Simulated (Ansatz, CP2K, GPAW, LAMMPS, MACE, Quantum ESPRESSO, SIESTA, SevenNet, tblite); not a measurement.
**Liquid Ge at 2600 K (66 atoms), the geometry as built**

66 atoms (66 Ge) placed at random at 5.27 g/cm³, melted at 3500 K for 10 ps at fixed volume with the Tersoff potential (Tersoff, Phys. Rev. B 39, 5566 (1989)). Snapshot at the end of a hold of 5 ps at 2600 K and fixed volume.

This is the geometry as built. Method: Kohn-Sham DFT, RPBE, GTH-PBE pseudopotentials, Gaussian and plane waves, DZVP-MOLOPT (UZH set), diagonalisation; PBE potentials; DZVP-UZH; 350/50 Ry; levels smeared at 580 K (CP2K 2026.2); Γ point; density 5.27 g/cm³.

Cell vectors (Å):

```
11.473 0.000 0.000
0.000 11.473 0.000
0.000 0.000 11.473
```

Positions in Å, forces in eV/Å, q the Hirshfeld charge in e:

```csv
atom,x,y,z,q,fx,fy,fz
Ge1,0.443,8.534,11.406,-0.01,0.833,1.311,1.861
Ge2,3.054,0.630,5.062,0.01,0.563,0.068,0.298
Ge3,1.348,6.847,1.330,-0.02,0.563,-0.319,1.326
Ge4,7.210,7.371,5.584,0.01,0.704,0.853,-0.182
Ge5,0.168,4.649,1.507,0.00,-0.559,1.043,-0.721
Ge6,8.570,2.108,0.978,0.00,-0.055,0.128,0.206
Ge7,5.989,5.292,1.076,0.02,-0.445,0.425,0.748
Ge8,3.579,4.120,4.014,-0.01,-0.495,0.848,-0.301
Ge9,5.187,6.506,7.597,0.00,-1.498,0.303,0.175
Ge10,1.178,3.603,4.788,0.01,0.350,-0.518,0.317
Ge11,1.732,5.695,6.118,0.00,-0.122,-0.153,0.357
Ge12,5.205,9.807,7.477,-0.01,-0.352,-0.339,-0.238
Ge13,6.581,9.740,5.357,0.02,-0.017,0.165,-0.281
Ge14,4.534,2.083,3.181,-0.02,-1.417,-1.029,-1.114
Ge15,10.070,11.261,4.049,0.04,-0.321,0.131,0.634
Ge16,0.388,10.712,1.415,0.00,-1.260,-0.219,-0.947
Ge17,6.337,1.768,7.521,0.03,0.969,-0.380,-0.148
Ge18,4.134,7.987,3.942,-0.02,0.138,0.189,-0.089
Ge19,10.370,7.649,10.020,0.00,-1.512,-0.652,-0.803
Ge20,5.834,11.209,9.450,-0.02,-0.675,1.699,0.383
Ge21,7.127,5.328,8.129,-0.01,0.527,1.769,3.087
Ge22,3.967,2.064,7.157,0.01,-0.368,0.800,-0.131
Ge23,4.220,4.308,8.773,0.04,0.459,-0.594,-0.047
Ge24,6.924,4.518,4.570,0.03,0.836,-0.856,-0.537
Ge25,1.903,9.097,9.676,0.01,1.866,1.366,-0.582
Ge26,4.330,8.168,9.338,0.03,0.113,-0.072,-0.277
Ge27,9.747,3.045,8.511,-0.03,-0.008,-0.730,-1.241
Ge28,6.905,7.667,1.287,-0.01,-0.825,0.583,-0.518
Ge29,6.306,3.908,10.576,-0.04,-1.305,0.596,-1.115
Ge30,7.759,0.496,5.652,-0.04,0.401,-0.470,0.560
Ge31,9.833,9.583,2.336,-0.03,0.417,-1.231,-0.584
Ge32,1.104,8.910,7.378,0.00,1.100,1.481,-0.568
Ge33,9.339,11.062,7.640,0.02,0.290,-0.280,-0.175
Ge34,1.976,3.803,9.715,-0.03,-0.789,0.629,-1.058
Ge35,3.612,6.056,1.990,0.05,0.249,-0.532,0.783
Ge36,8.489,9.055,9.046,-0.01,0.457,-0.348,-0.462
Ge37,10.528,3.969,3.614,0.00,0.268,1.564,-0.242
Ge38,9.182,7.060,1.700,-0.02,-0.347,1.866,2.577
Ge39,1.934,1.562,8.672,-0.04,-0.542,1.002,-0.357
Ge40,1.691,8.450,3.503,-0.01,-0.707,-0.640,-0.692
Ge41,3.613,1.950,0.501,-0.01,-0.392,-0.235,1.238
Ge42,9.618,5.790,11.411,-0.01,1.277,-1.749,-1.453
Ge43,0.050,4.465,7.946,0.04,2.037,1.006,-0.109
Ge44,3.107,0.167,10.119,0.00,1.300,-2.204,0.743
Ge45,7.982,3.874,6.767,-0.03,0.710,-2.532,-1.922
Ge46,10.791,0.970,9.184,0.01,0.268,-0.447,0.785
Ge47,1.272,2.818,0.310,0.00,-0.262,0.137,0.695
Ge48,3.821,10.956,1.599,0.02,0.849,-0.052,-0.321
Ge49,6.734,2.091,3.900,0.00,1.196,0.061,0.677
Ge50,11.404,7.024,4.734,0.04,0.913,0.044,0.444
Ge51,8.699,3.759,10.407,0.00,-0.573,0.636,1.719
Ge52,5.869,9.635,2.699,-0.01,-0.195,-0.019,-0.005
Ge53,5.950,1.597,11.395,0.04,0.400,-0.705,-0.792
Ge54,11.146,7.068,7.667,-0.02,0.463,-1.751,-0.022
Ge55,6.466,9.029,10.501,0.00,0.298,-0.665,0.852
Ge56,10.772,1.231,0.290,-0.01,0.589,-0.540,-0.987
Ge57,0.220,10.876,5.999,0.00,-1.348,-1.446,0.092
Ge58,9.153,6.252,4.108,-0.01,-0.700,-0.714,-0.820
Ge59,5.110,6.022,5.152,-0.01,-1.079,0.211,0.029
Ge60,3.244,9.473,5.989,0.02,0.081,0.191,-0.206
Ge61,9.886,2.346,5.758,0.03,0.270,-0.038,1.496
Ge62,0.988,1.531,6.401,-0.01,0.310,1.578,-0.889
Ge63,8.849,7.050,7.375,-0.01,-1.584,0.715,0.450
Ge64,7.998,10.974,1.657,0.03,-1.053,0.176,-0.283
Ge65,9.198,2.060,3.468,-0.03,-0.928,-0.734,-1.831
Ge66,1.979,10.986,3.137,-0.03,-0.334,-0.383,0.518
```

The network of bonds at the start is that of the classical potential that made the cell, and needn't be the one that DFT or experiment would give. Only the Γ point is sampled, in a cell whose shortest periodic width is 11 Å.

The r.m.s. force component is 0.890 eV/Å; the longest force, 3.60 eV/Å, acts on Ge21.

[Logs are printed without paths, hosts, clocks, repeated set-up lines and the standing remarks that a program may print on its own settings, such as how far it seeks lower states.]

[Hosts, paths, dates, database ids (printed as entryN), source tags and the programs' standing remarks are cut or masked in the printed files.]
